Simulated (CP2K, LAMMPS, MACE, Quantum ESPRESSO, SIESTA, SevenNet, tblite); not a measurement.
# Bulk modulus two ways: glassy 68TiO2-32SiO2 (mol %) (84 atoms), tblite GFN1-xTB

The cell holds 84 atoms (19 Ti, 9 Si and 56 O). Recipe: 84 atoms (19 Ti, 9 Si, 56 O) placed at random at 3.07 g/cm³, melted at 4000 K for 10 ps at fixed volume with the Morse and Coulomb pair potential with partial charges (Pedone, Malavasi, Menziani, Cormack and Segre, J. Phys. Chem. B 110, 11780 (2006)). Quenched from 4000 K to 300 K at 10 K/ps and fixed volume, held 10 ps at zero pressure. Then the atoms were relaxed with SevenNet 0 in the fixed cell.

Calculated with tblite 0.8.0: tblite GFN1-xTB, tight binding with its own dispersion term; k-points Γ. The cell is scaled evenly by ±3 % in volume, and SevenNet 0 relaxes the atoms at each volume before the single point.

```
volume (Å³/atom)  energy less the middle row's (meV/atom)  pressure (GPa)
          13.083                                    0.017          -7.036
          13.487                                    0.000          -7.904
          13.892                                    4.879          -8.780
```

**Question.** Find the bulk modulus at the middle volume from the pressures and from the energies, and check the printed pressure against the slope of the energy (1 meV/Å³ = 0.16022 GPa).

**Working.**

The step is h = 0.4046 Å³. From pressures: B = −V dP/dV = 13.487 × (-7.036 − (-8.780)) / (2 × 0.4046) = 29.1 GPa.

From energies: B = V d²E/dV² = 13.487 × (0.017 + (4.879)) / 0.4046² = 403.3 meV/Å³ = 64.6 GPa.

Slope: P = −dE/dV = −(4.879 − (0.017)) / (2 × 0.4046) = -6.01 meV/Å³ = -0.96 GPa, against -7.90 GPa printed.

The modulus from energies lies 122 % over that from pressures.

A central difference over ±3 % overstates P by about B(1 + B′)(0.03)²/6, some 0.02 GPa for B′ = 4, which is small against the gap found. The atoms follow SevenNet 0, so this level's forces do work along the path, which enters the energies but not the printed pressures.

Limits: three points, a static cell at zero temperature, the cell shape held; the modulus is that at -7.9 GPa, not at zero pressure.

[Logs are printed without paths, hosts, clocks, repeated set-up lines and the standing remarks that a program may print on its own settings, such as how far it seeks lower states.]

[Hosts, paths, dates, database ids (printed as entryN), source tags and the programs' standing remarks are cut or masked in the printed files.]
